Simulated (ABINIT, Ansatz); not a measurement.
# CdSe (Cadmoselite): changed settings of a GW run in ABINIT

What do changed inputs do to GW on CdSe (Cadmoselite)?

Main program and level: ABINIT 10.8.3; PBE and many-body steps on it, plane waves.

Report form: the programs' logs are mostly left out.

The database entry behind the starting cell differs from later determinations by our own check (inner coordinate of an old entry), so it need not match the best structure at ambient conditions.

## Step 1: Starting point

It takes space group P6_3mc (No. 186, hexagonal). Conventional cell: a = 4.300 Å, b = 4.300 Å, c = 7.020 Å, α = 90.00°, β = 90.00°, γ = 120.00°. Nearest to Cd lie 4 Se at 2.61 to 2.70 Å. Nearest to Se lie 4 Cd at 2.61 to 2.70 Å. Farther neighbours and most contacts between anions are not listed.

The cell and positions come from the Crystallography Open Database and are kept as given unless a step says otherwise.

## Step 2: Screening, 3×3×2 mesh, 180 bands, screening to 141.5 eV

This step: ABINIT 10.8.3; RPA screening on PBE, plane waves, norm-conserving pseudopotentials.

The RPA dielectric matrix is built and inverted for each q.

run.abi reads:

```
acell 3*1.0 Angstrom
rprim 
  4.300000000016 -0.000000000004 0.000000000000
  -2.150000000005 3.723909236288 0.000000000000
  0.000000000000 0.000000000000 7.020000000000
ntypat 2
znucl 48 34
natom 4
typat 1 1 2 2
xred 
  0.333333333333 0.666666666667 0.000000000000
  0.666666666667 0.333333333333 0.500000000000
  0.333333333333 0.666666666667 0.385000000000
  0.666666666667 0.333333333333 0.885000000000
pp_dirpath "pseudos"
pseudos "Cd.upf, Se.upf"
ecut 48
ngkpt 3 3 2
nshiftk 1
shiftk 0 0 0
kptopt 1
chksymbreak 0
istwfk *1
occopt 1
irdwfk 1
optdriver 3
nband 180
ecuteps 5.2
inclvkb 2
awtr 1
symchi 1
indata_prefix "in"
outdata_prefix "out"
tmpdata_prefix "tmp"
```

Run with:

```bash
> OMP_NUM_THREADS=1 mpirun -n 4 abinit run.abi > log
```

Run time: 2.8 min. Hardware: 4 MPI ranks of Intel Xeon Platinum 8375C at 2.90GHz (Ice Lake), shared host; peak memory 2.4 GiB; 11 min of CPU time.

Numbers from this step:

```yaml
eps_infinity_with_local_fields_on_this_mesh_along_the_program_s_q_direction: 49.40
the_same_without_local_fields: 51.80
plasma_frequency: 32.85 eV
plane_waves_in_the_screening_matrix: 403
```

Local fields lower ε∞ by 5 %. On a Γ-centred mesh this coarse the value itself is usually too large, while a short band sum pulls it down.

## Step 3: Base

The self-energy is evaluated for the states that the input lists, and the levels follow from it, in one-shot runs by the linearised quasiparticle equation.

This step: G0W0 on PBE, plane waves, norm-conserving pseudopotentials.

Edit run.abi of step 2 so:

```diff
@@ -25,8 +25,15 @@
 irdwfk 1
-optdriver 3
+optdriver 4
 nband 180
+gwcalctyp 0
+ecutsigx 48
+symsigma 1
+nkptgw 1
+kptgw 
+  0.0000000000 0.0000000000 0.0000000000
+bdgw 
+  43 46
 ecuteps 5.2
-inclvkb 2
-awtr 1
-symchi 1
+irdscr 1
+ppmodel 1
 indata_prefix "in"
```

The job ended after 14 s (4 MPI ranks; peak memory 1.9 GiB).

This step gave:

| Property | Result |
| --- | --- |
| G0W0 gap on the points computed | 1.208 eV |
| starting gap on the mesh | 0.6773 eV |
| k of the valence top | 0, 0, 0 |
| k of the conduction bottom | 0, 0, 0 |
| Z at the valence top | 0.796 |
| Z at the conduction bottom | 0.818 |
| least direct G0W0 gap on the computed points | 1.208 eV |

The gap on the mesh goes from 0.68 eV to 1.21 eV, a correction of +0.53 eV.

## Step 4: Smaller part of the screening matrix

Edit run.abi of step 3 so:

```diff
@@ -35,3 +35,3 @@
   43 46
-ecuteps 5.2
+ecuteps 2.6
 irdscr 1
```

The job ended after 7.6 s (4 MPI ranks; peak memory 1.7 GiB).

This step gave:

* G0W0 gap on the points computed: 1.174 eV
* starting gap on the mesh: 0.6773 eV
* k of the valence top: 0, 0, 0
* k of the conduction bottom: 0, 0, 0
* Z at the valence top: 0.799
* Z at the conduction bottom: 0.819
* least direct G0W0 gap on the computed points: 1.174 eV

## Step 5: Side by side

Times are wall times on 4 MPI ranks of Intel Xeon Platinum 8375C at 2.90GHz (Ice Lake), shared host, good to a factor of about two. A run's time includes the screening step that it read.

```csv
run,mesh,bands,screening cutoff (eV),DFT gap (eV),gap on the mesh (eV),direct (eV),ε∞ used,time
base,3×3×2,180,141.5,0.677,1.208,1.208,49.40,3 min
smaller part of the screening matrix,3×3×2,180,70.7,0.677,1.174,1.174,49.40,2.9 min
```

## Step 6: Results

| Quantity | Value |
| --- | --- |
| base | 1.208 eV |
| smaller part of the screening matrix | 1.174 eV |
| known limits | not at the basis limit; mesh may overstate the screening; no spin-orbit coupling; coarse k mesh |

What this shows: Smaller part of the screening matrix: −0.034 eV against base (keys changed: ecuteps). Bands and cutoff are finite, so the gap is not at the basis limit. The miss can reach some tenths of an eV and take either sign; the mesh is an error of its own. In the G0W0 runs levels were corrected at 1 k point alone, so a gap called «on the mesh» is the least over those, and an edge elsewhere would be missed. The 3×3×2 mesh is coarse for this cell, which bears on the long-range parts of exchange and screening. For the PBE start: The RPA ε∞ on this mesh reaches over 25; with a narrow direct gap a coarse mesh can overstate it, and the correction is then too small. The many-body steps are scalar-relativistic: spin-orbit coupling is not in them.

[Paths, hosts, dates, memory and timing lines, banners, echoed tables and standing remarks are left out of the program output.]

[Logs are printed without paths, hosts, clocks, repeated set-up lines and the standing remarks that a program may print on its own settings, such as how far it seeks lower states.]

[Runs of the session that timed out or met a known fault of the program may be left out.]

[Hosts, paths, dates, database ids (printed as entryN), source tags and the programs' standing remarks are cut or masked in the printed files.]

[G0W0 gaps are taken among the corrected bands and points alone; a level outside them can change the order at an edge.]

[Where Ansatz stands beside ABINIT at settings called matched, ABINIT's density can come from a denser mesh and the files from another edition; pairs whose starting gaps differed by over 0.03 eV were left out, so agreement reads better than it is.]
